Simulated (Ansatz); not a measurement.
# Structural relaxation of random fcc alloy of Pd and Rh (500 atoms)

Aim: bring random fcc alloy of Pd and Rh (500 atoms) to a nearby minimum of the energy and see what moves.

Method: Kohn-Sham DFT, RPBE, PAW (set soft_2), localised support functions (medium), in Ansatz 0.2.0.

### Step 1. Set-up

The cell holds 500 atoms: 222 Pd and 278 Rh. Cell: a = 19.208 Å, b = 19.208 Å, c = 19.208 Å, α = 90.0°, β = 90.0°, γ = 90.0°. It derives from Pd (fcc) and Rh, repeated 5×5×5. Fcc Pd, 5 x 5 x 5 conventional cells, 278 of 500 Pd sites given to Rh at random (x = 0.556), lattice by Vegard's rule (a = 3.842 Å); every coordinate displaced by a Gaussian of 0.05 Å.

What the set-up can't give: The host structure and its lattice constant were typed by rule, without a check against the phase diagram. Sampling is at Γ alone, for a cell whose shortest periodic width is 19 Å.

### Step 2. Single point at the start

The forces at the start show how far the geometry lies from a minimum of this functional.

The input, input.yaml:

```yaml
crystal:
  lattice:
    - [19.208, 0.0, 0.0]
    - [0.0, 19.208, 0.0]
    - [0.0, 0.0, 19.208]
  atoms:
    - { symbol: Pd, position: [0.00201, 0.00018, 0.00267] }
    - { symbol: Pd, position: [0.99951, 0.09933, 0.10068] }
    - { symbol: Pd, position: [0.10073, 0.00289, 0.09805] }
    - { symbol: Rh, position: [0.09979, 0.098, 0.99882] }
    - { symbol: Rh, position: [0.00127, 0.99993, 0.20162] }
    - { symbol: Pd, position: [0.00109, 0.09934, 0.29963] }
    - { symbol: Rh, position: [0.10017, 0.99859, 0.30233] }
    - { symbol: Pd, position: [0.09848, 0.09941, 0.19818] }
    - { symbol: Rh, position: [0.99905, 0.00215, 0.4022] }
    - { symbol: Pd, position: [0.00178, 0.10139, 0.496] }
    - { symbol: Rh, position: [0.10245, 0.99784, 0.5015] }
    - { symbol: Pd, position: [0.09526, 0.10475, 0.40383] }
    - { symbol: Rh, position: [0.00269, 0.9953, 0.60096] }
    - { symbol: Rh, position: [0.99901, 0.09906, 0.7017] }
    - { symbol: Pd, position: [0.10292, 0.99957, 0.69997] }
    - { symbol: Rh, position: [0.1022, 0.0978, 0.60249] }
    - { symbol: Rh, position: [0.00187, 0.99907, 0.79896] }
    - { symbol: Pd, position: [0.99916, 0.09606, 0.90337] }
    - { symbol: Rh, position: [0.10288, 0.99697, 0.89523] }
    - { symbol: Pd, position: [0.10462, 0.09597, 0.79786] }
    - { symbol: Pd, position: [0.99858, 0.20424, 0.00095] }
    - { symbol: Pd, position: [0.99873, 0.29596, 0.10262] }
    - { symbol: Pd, position: [0.10012, 0.19633, 0.10187] }
    - { symbol: Rh, position: [0.10028, 0.30217, 0.99765] }
    - { symbol: Rh, position: [0.99916, 0.20436, 0.19608] }
    - { symbol: Pd, position: [0.9965, 0.29888, 0.29966] }
    - { symbol: Pd, position: [0.10264, 0.19521, 0.29938] }
    - { symbol: Pd, position: [0.10072, 0.30067, 0.1976] }
    - { symbol: Rh, position: [0.00272, 0.20207, 0.401] }
    - { symbol: Rh, position: [0.99591, 0.2978, 0.50359] }
    - { symbol: Pd, position: [0.10092, 0.20362, 0.49856] }
    - { symbol: Pd, position: [0.10203, 0.29869, 0.40359] }
    [... 462 atom lines left out ...]
    - { symbol: Pd, position: [0.89865, 0.80177, 0.69483] }
    - { symbol: Rh, position: [0.90167, 0.89882, 0.59684] }
    - { symbol: Rh, position: [0.79631, 0.79723, 0.80175] }
    - { symbol: Pd, position: [0.79945, 0.9005, 0.89854] }
    - { symbol: Pd, position: [0.89942, 0.79366, 0.90215] }
    - { symbol: Rh, position: [0.89959, 0.89964, 0.79692] }
kpoints:
  mp_grid: { grid: [1, 1, 1] }
hamiltonian:
  xc: rpbe
scf:
  occupations: { method: fermi_dirac, width: 0.1 }
  eigensolver: { kind: { support_functions: { accuracy: medium } } }
  max_iter: 150
output:
  forces: true
  stress: true
  populations: true
  dos:
    method: { smearing: { sigma: 0.15 } }
    de: 0.1
    projected: { site_lists: { Pd: [Pd], Rh: [Rh] } }
```

Started as:

```bash
> ansatz run input.yaml --threads 32 --pin off --max-ram 143360MiB --backend cuda --events-out ev --progress --plain --runs-dir out
```

Numbers of over 12 decimals in the logs are rounded to 6 here.

The program printed:

```text
Warning: scf.eigensolver.kind.support_functions: disabling space-group detection — the functions' gradient is summed over unrotated k-points, so no spatial operation reduces the k-mesh or symmetrises the density; time reversal is kept, so that k and −k are solved as one point where they differ and the mesh holds both, and exact exchange and, on two spinor components, a DFT+U term hold to it where the run has them: [...]
settings of this run that can trade accuracy for cost: scf.eigensolver.kind.support_functions [...]
Engine: ansatz 0.2.0, aarch64-unknown-linux-gnu
Pseudopotentials: kind: paw
Pseudopotential: Pd, paw, valence charge 18, recommended cutoff 420 eV (normal), Pd.paw.azcp
Pseudopotential: Rh, paw, valence charge 17, recommended cutoff 420 eV (normal), Rh.paw.azcp
[...]
Crystal: 500 atoms, lattice volume = 7086.739 Å³
Basis set: ecut = 420 eV, 138745 PW (Γ), exchange–correlation on 270×270×270 points (8 copies of the dense FFT grid, shifted against one another)
Bands: 5234, of which v1, the nominal top of the filled ones, is band 4361 counted from 1 (4360 counted from 0)
Symmetry: 1 space group operations
k-points: 1
[... 7 lines on functional and potentials left out ...]
Initial density: superposition of atomic densities (chi_scale 0.1, normalization cell, long waves kept (reshape's long-wave potential 0.62 eV rms))
Initial wavefunctions: pseudopotential atomic-orbital guess
[...]
Functional: x = rpbe, c = pbe(β = 0.066725)
SCF iter   1: F=—  HF=-3332105.536863 eV  |F-HF|=—  |Δ(HF+E_count)|=         —  Δρ=2.16e-1  dr2=1.23e4  ethr=1.00e-1
preconditioner: auto → Kerker (q_TF=auto, 2.824 Å⁻¹)  [metal: Δε(μ)=0.002 eV  Ē_g=9.309 eV  σ=0.100 eV  W_gap=0.00  n_scr=2720 (ndim 8)  ℏωp=30.3 eV  f_vac=0.000  D(μ)=687.10/eV (n_scr^D=8732)]
SCF iter   2: F=—  HF=-3331753.446620 eV  |F-HF|=—  |Δ(HF+E_count)|=    3.52e2  Δρ=6.76e-2  dr2=7.46e2  ethr=1.00e-1
SCF iter   3: F=—  HF=-3331720.555012 eV  |F-HF|=—  |Δ(HF+E_count)|=    3.29e1  Δρ=1.95e-2  dr2=1.31e2  ethr=8.55e-3  κ⁻¹=1.0e0(r=1)
SCF iter   4: F=—  HF=-3331718.036673 eV  |F-HF|=—  |Δ(HF+E_count)|=    2.52e0  Δρ=9.45e-3  dr2=4.18e1  ethr=1.50e-3  κ⁻¹=3.6e-2(r=2)
SCF iter   5: F=—  HF=-3331716.620504 eV  |F-HF|=—  |Δ(HF+E_count)|=    1.42e0  Δρ=3.97e-3  dr2=1.06e1  ethr=4.79e-4  κ⁻¹=1.4e-3(r=3)
SCF iter   6: F=—  HF=-3331716.628913 eV  |F-HF|=—  |Δ(HF+E_count)|=   8.41e-3  Δρ=1.18e-3  dr2=2.29e-1  ethr=1.21e-4  κ⁻¹=2.2e-4(r=4)
[...]
SCF iter  44: F=—  HF=-3331717.700387 eV  |F-HF|=—  |Δ(HF+E_count)|=   6.14e-3  Δρ=3.50e-5  dr2=3.14e-5  ethr=3.66e-11  κ⁻¹=2.4e-5(r=7)
SCF iter  45: F=—  HF=-3331717.702970 eV  |F-HF|=—  |Δ(HF+E_count)|=   2.58e-3  Δρ=3.11e-5  dr2=2.55e-5  ethr=3.66e-11  κ⁻¹=9.8e-5(r=7)
SCF iter  46: F=-3331717.708813 eV  HF=-3331717.708814 eV  |F-HF|=9.43e-7  |Δ(HF+E_count)|=   5.84e-3  Δρ=1.05e-5  dr2=3.36e-6  ethr=3.66e-11
SCF 1 converged in 46 iterations: F = -3331718.039834 eV  dr2 = 3.36e-6
  greatest PAW one-centre occupation: 1.000 electrons in one spin orbital (limit 2), on the Rh atom at site 253 (counted from 0), in its partial waves of l = 0
output.dos: on the support functions the solved levels are converged up to 6.293 eV from the Fermi level, so that the curves end at 5.444 eV, below the run's highest bands: a larger scf.n_extra_bands or scf.max_iter (beside forces or a stress its default or more) can extend them
SCF converged after 46 iterations
Stability not checked: this state was not tested for a lower state beside it, because the mixer in use, unlike msr1, does not test its closes by its own steps (another_mixer; see scf.mixing.algorithm and scf.lower_state_search)
Free energy (F): -3331718.039834 eV
Harris-Foulkes:  -3331718.039835 eV  (|F-HF|=9.43e-7)
Internal energy: -3331689.571744 eV  (E = F + TS)
E sigma→0 (E₀):  -3331703.805789 eV
Entropy (-TS):   -28.468090 eV (-56.936 meV/atom)
Fermi energy:    21.415019 eV
--- Per-component energies (eV) ---
  E_band       = -53093.775481
  E_kinetic    = 273709.958781
  E_local      = -827105.981779  (includes V_loc(G=0)·N_el)
  E_nonlocal   = 146325.947479
  E_softening  = -0.117439  (part of E_nonlocal)
  E_grid_corr  = -0.027594  (part of E_nonlocal)
  E_hartree    = 313372.083115
  E_xc         = -99364.734676
  E_vxc        = -124574.922619  (∫ρ·V_xc dr)
  E_paw        = -1833428.241296  (= ΣΔE_a)
  E_vpaw       = -148193.451484  (= ΣTr[D̂ρ^β])
  E_aug_tail   = 0.293812  (compensation charges beyond the density's cutoff)
  E_ewald      = -1305145.460537
  E_core_change = -53.105622  (= ΣΔE_core)
  E_smearing   = -28.468090  (= −TS)
  E_closure    = -0.000000  (closes the sum)
  E_support_correction = -0.331021  (second-order, or where that is not computed along the SCF)
  E_support_correction_error = 3.3e-2  (of E_support_correction; not in F)
  Σ components = -3331718.039834   (vs F -3331718.039834, Δ=0.00e0)
--- Forces (eV/Å), atoms counted from 1 ---
[... 500 lines of forces left out ...]
  max |Σ_I F_I| component: 5.32e-2 eV/Å
--- Stress (GPa, compression-positive) ---
       13.128381      -0.092611      -0.048142
       -0.092612      13.146296       0.019603
       -0.048141       0.019602      13.215210
  P = ⅓ Tr σ = 13.1633 GPa (131.633 kbar)
--- Band table (eV) ---
[... left out ...]
  guard bands above this table: 282 of the run's 5234 bands (output.publish_guard_bands: true publishes all)
--- Löwdin populations: 500 sites ---
  site symbol       q [e]
[... 500 lines, one an atom, left out ...]
  spilling = 0.011722 (of n_electrons = 8722.000000)
```

Elapsed: 1.8 min, on 1 × NVIDIA GB200 with 32 threads of Arm Neoverse V2, shared host; peak memory 5.9 GiB.

That memory is the host's. Forces of this run were stored rounded, and per-atom blocks of the log weren't kept.

The program notes that the band table was not solved further than the SCF left it and it switched symmetry off.

Numbers from this run:

- free energy: -3331718.0398 eV
- free energy per atom: -6663.4361 eV/atom
- SCF cycles: 46
- pressure: 13.16 GPa
- r.m.s. force component: 0.6922 eV/Å
- longest force: 2.978 eV/Å
- Fermi energy: 21.42 eV
- levels partly filled by over 2 per cent: 330
- spilling of the projection: 0.01172

The r.m.s. force component of 0.69 eV/Å and the pressure of 13 GPa set the starting point.

Length of the force by element:

```tsv
element	coordination	atoms	mean length of the force (eV/Å)	spread	least	most
Pd	all	222	1.13	0.536	0.172	2.73
Rh	all	278	1.04	0.501	0.111	2.98
```

### Step 3. Relaxation

The atoms are relaxed in the fixed cell, aiming at the force tolerance of the input.

input.yaml, the sections that differ from step 2:

```yaml
output:
  forces: true
relax:
  f_tol: 0.05
  max_steps: 200
# crystal, kpoints, hamiltonian, scf: as in step 2
```

The program printed:

```text
[...]
Crystal: 500 atoms, lattice volume = 7086.739 Å³
Basis set: ecut = 420 eV, 138745 PW (Γ), exchange–correlation on 270×270×270 points (8 copies of the dense FFT grid, shifted against one another)
Bands: 5180, of which v1, the nominal top of the filled ones, is band 4361 counted from 1 (4360 counted from 0)
Symmetry: 1 space group operations
k-points: 1
[...]
Eigensolver: Support functions (medium, 90×90×90 points, laid for a spacing of at most 0.220337 Å, radius 3.723530 Å, 1 species' potentials softened for the grid, 2 wholly corrected for its errors in the mean over positions, 2 with the egg-box correction, energy correction by stochastic trace)
[...]
SCF iter   1: F=—  HF=-3332105.536774 eV  |F-HF|=—  |Δ(HF+E_count)|=         —  Δρ=2.16e-1  dr2=1.23e4  ethr=1.00e-1
[...]
SCF iter   2: F=—  HF=-3331753.755056 eV  |F-HF|=—  |Δ(HF+E_count)|=    3.52e2  Δρ=6.84e-2  dr2=7.80e2  ethr=1.00e-1
[...]
SCF iter  11: F=-3331717.362465 eV  HF=-3331717.362468 eV  |F-HF|=2.88e-6  |Δ(HF+E_count)|=   4.12e-2  Δρ=8.52e-6  dr2=5.18e-6  ethr=5.69e-10
SCF 1 converged in 11 iterations: F = -3331718.026960 eV  dr2 = 5.18e-6
[...]
relax step   1: F+E_penalty+E_count = -3331718.02696047 eV  Δ(F+E_penalty+E_count) = +0.000e0 eV  max|allowed force component| = 2.545e0 eV/Å  Δτ_max = 0.0000 Å  (11 SCF iters, accepted)
[...]
relax step   2: F+E_penalty+E_count = -3331740.76843905 eV  Δ(F+E_penalty+E_count) = -2.274e1 eV  max|allowed force component| = 6.244e-1 eV/Å  Δτ_max = 0.1963 Å  (10 SCF iters, dr2 threshold 9.40e-5 eV, accepted)
[...]
relax step   3: F+E_penalty+E_count = -3331741.88655233 eV  Δ(F+E_penalty+E_count) = -1.118e0 eV  max|allowed force component| = 2.365e-2 eV/Å  Δτ_max = 0.0530 Å  (7 SCF iters, accepted)
SCF converged after 7 iterations
[...]
Free energy (F): -3331741.886552 eV
[...]
Internal energy: -3331713.653586 eV  (E = F + TS)
E sigma→0 (E₀):  -3331727.770069 eV
Entropy (-TS):   -28.232967 eV (-56.466 meV/atom)
Fermi energy:    21.406527 eV
[...]
--- Forces (eV/Å), atoms counted from 1 ---
[... 500 lines of forces left out ...]
  max |Σ_I F_I| component: 9.06e-2 eV/Å
--- Band table (eV) ---
[... left out ...]
[...]
--- Relaxed structure (3 steps of the walk, 3 accepted, 0 SCFs on fresh bases) ---
  F+E_penalty+E_count = -3331741.88655233 eV   max|allowed force component| = 2.365e-2 eV/Å
  atoms:
[... 500 atom lines left out ...]
```

It took 60 s on 1 × NVIDIA GB200 with 32 threads; peak memory 3 GiB.

That memory is the host's.

Relaxation path:

```tsv
step	energy less that of the first step (eV)	largest force component (eV/Å)
1	0.0000	2.5454
2	-22.7415	0.6244
3	-23.8596	0.0236
```

The atoms that moved most (Å):

```tsv
atom	dx	dy	dz	length
Rh166	-0.048	0.182	0.141	0.235
Rh268	0.180	-0.048	-0.078	0.202
Rh358	-0.166	-0.043	0.088	0.192
Pd245	-0.001	0.172	0.040	0.176
Pd355	0.116	-0.052	-0.122	0.176
Rh475	0.085	-0.128	-0.081	0.174
Rh70	0.015	-0.087	0.143	0.168
Rh347	-0.145	0.047	0.072	0.168
```

The relaxation changed the energy by -47.7 meV/atom, and atoms moved by 0.091 Å r.m.s., 0.23 Å at most.

### Step 4. Local order after relaxation

Bonds before and after, by the cutoffs listed below:

```tsv
pair	bonds before	bonds after	mean before (Å)	mean after (Å)	spread before (Å)	spread after (Å)
Rh-Rh	928	928	2.717	2.698	0.069	0.028
Rh-Pd	1480	1480	2.720	2.723	0.068	0.023
Pd-Pd	592	592	2.715	2.730	0.069	0.017
```

Density 12.2 g/cm³, 14.17 Å³ an atom.

g(r), total and by pair (bins of 0.1 Å):

```tsv
r (Å)	total	Rh-Rh	Rh-Pd	Pd-Pd
2.55	0.00	0.00	0.00	0.00
2.65	4.79	10.20	3.10	0.54
2.75	13.50	8.41	15.10	17.60
2.85	0.01	0.00	0.01	0.00
2.95	0.00	0.00	0.00	0.00
3.05	0.00	0.00	0.00	0.00
3.15	0.00	0.00	0.00	0.00
3.25	0.00	0.00	0.00	0.00
3.35	0.00	0.00	0.00	0.00
3.45	0.00	0.00	0.00	0.00
3.55	0.00	0.00	0.00	0.00
3.65	0.00	0.00	0.00	0.00
3.75	0.47	0.55	0.49	0.29
3.85	3.90	3.85	3.66	4.58
3.95	0.22	0.36	0.21	0.01
4.05	0.00	0.00	0.00	0.00
4.15	0.00	0.00	0.00	0.00
4.25	0.00	0.00	0.00	0.00
4.35	0.00	0.00	0.00	0.00
4.45	0.00	0.00	0.00	0.00
4.55	0.00	0.01	0.00	0.00
4.65	5.37	6.28	5.38	3.92
4.75	6.84	6.08	6.63	8.54
4.85	0.02	0.04	0.01	0.00
4.95	0.00	0.00	0.00	0.00
5.05	0.00	0.00	0.00	0.00
5.15	0.00	0.00	0.00	0.00
5.25	0.00	0.00	0.00	0.00
5.35	0.74	1.10	0.73	0.22
5.45	3.74	3.34	3.79	4.26
5.55	0.10	0.13	0.10	0.05
5.65	0.00	0.00	0.00	0.00
5.75	0.00	0.00	0.00	0.00
5.85	0.00	0.00	0.00	0.00
5.95	0.07	0.14	0.05	0.01
6.05	5.86	5.70	5.83	6.17
6.15	1.41	1.53	1.41	1.21
6.25	0.00	0.00	0.00	0.00
6.35	0.00	0.00	0.00	0.00
6.45	0.00	0.00	0.00	0.00
6.55	0.08	0.14	0.07	0.03
6.65	1.82	1.73	1.85	1.89
6.75	0.14	0.15	0.16	0.08
6.85	0.00	0.00	0.00	0.00
```

Neighbours by pair of elements; one cutoff, the widest of the pairs' first minima of g(r), serves all pairs of this metal:

```tsv
pair A-B	cutoff (Å)	bonds	mean length (Å)	spread (Å)	shortest (Å)	B about A	A about B
Rh-Rh	3.18	928	2.70	0.028	2.62	6.68	6.68
Rh-Pd	3.18	1480	2.72	0.023	2.65	5.32	6.67
Pd-Pd	3.18	592	2.73	0.017	2.69	5.33	5.33
```

How many atoms have how many bonded neighbours:

```tsv
element	mean	12
Pd	12	222
Rh	12	278
```

First main peaks of g(r), for some of the pairs, lie near 2.70 Å (Rh-Rh), 2.72 Å (Rh-Pd) and 2.73 Å (Pd-Pd). With the cutoffs above, all Pd atoms have 12 and all Rh atoms have 12 bonded neighbours.

[end of part 1 of 2]

[Logs are printed without paths, hosts, clocks, repeated set-up lines and the standing remarks that a program may print on its own settings, such as how far it seeks lower states.]

[Hosts, paths, dates, database ids (printed as entryN), source tags and the programs' standing remarks are cut or masked in the printed files.]
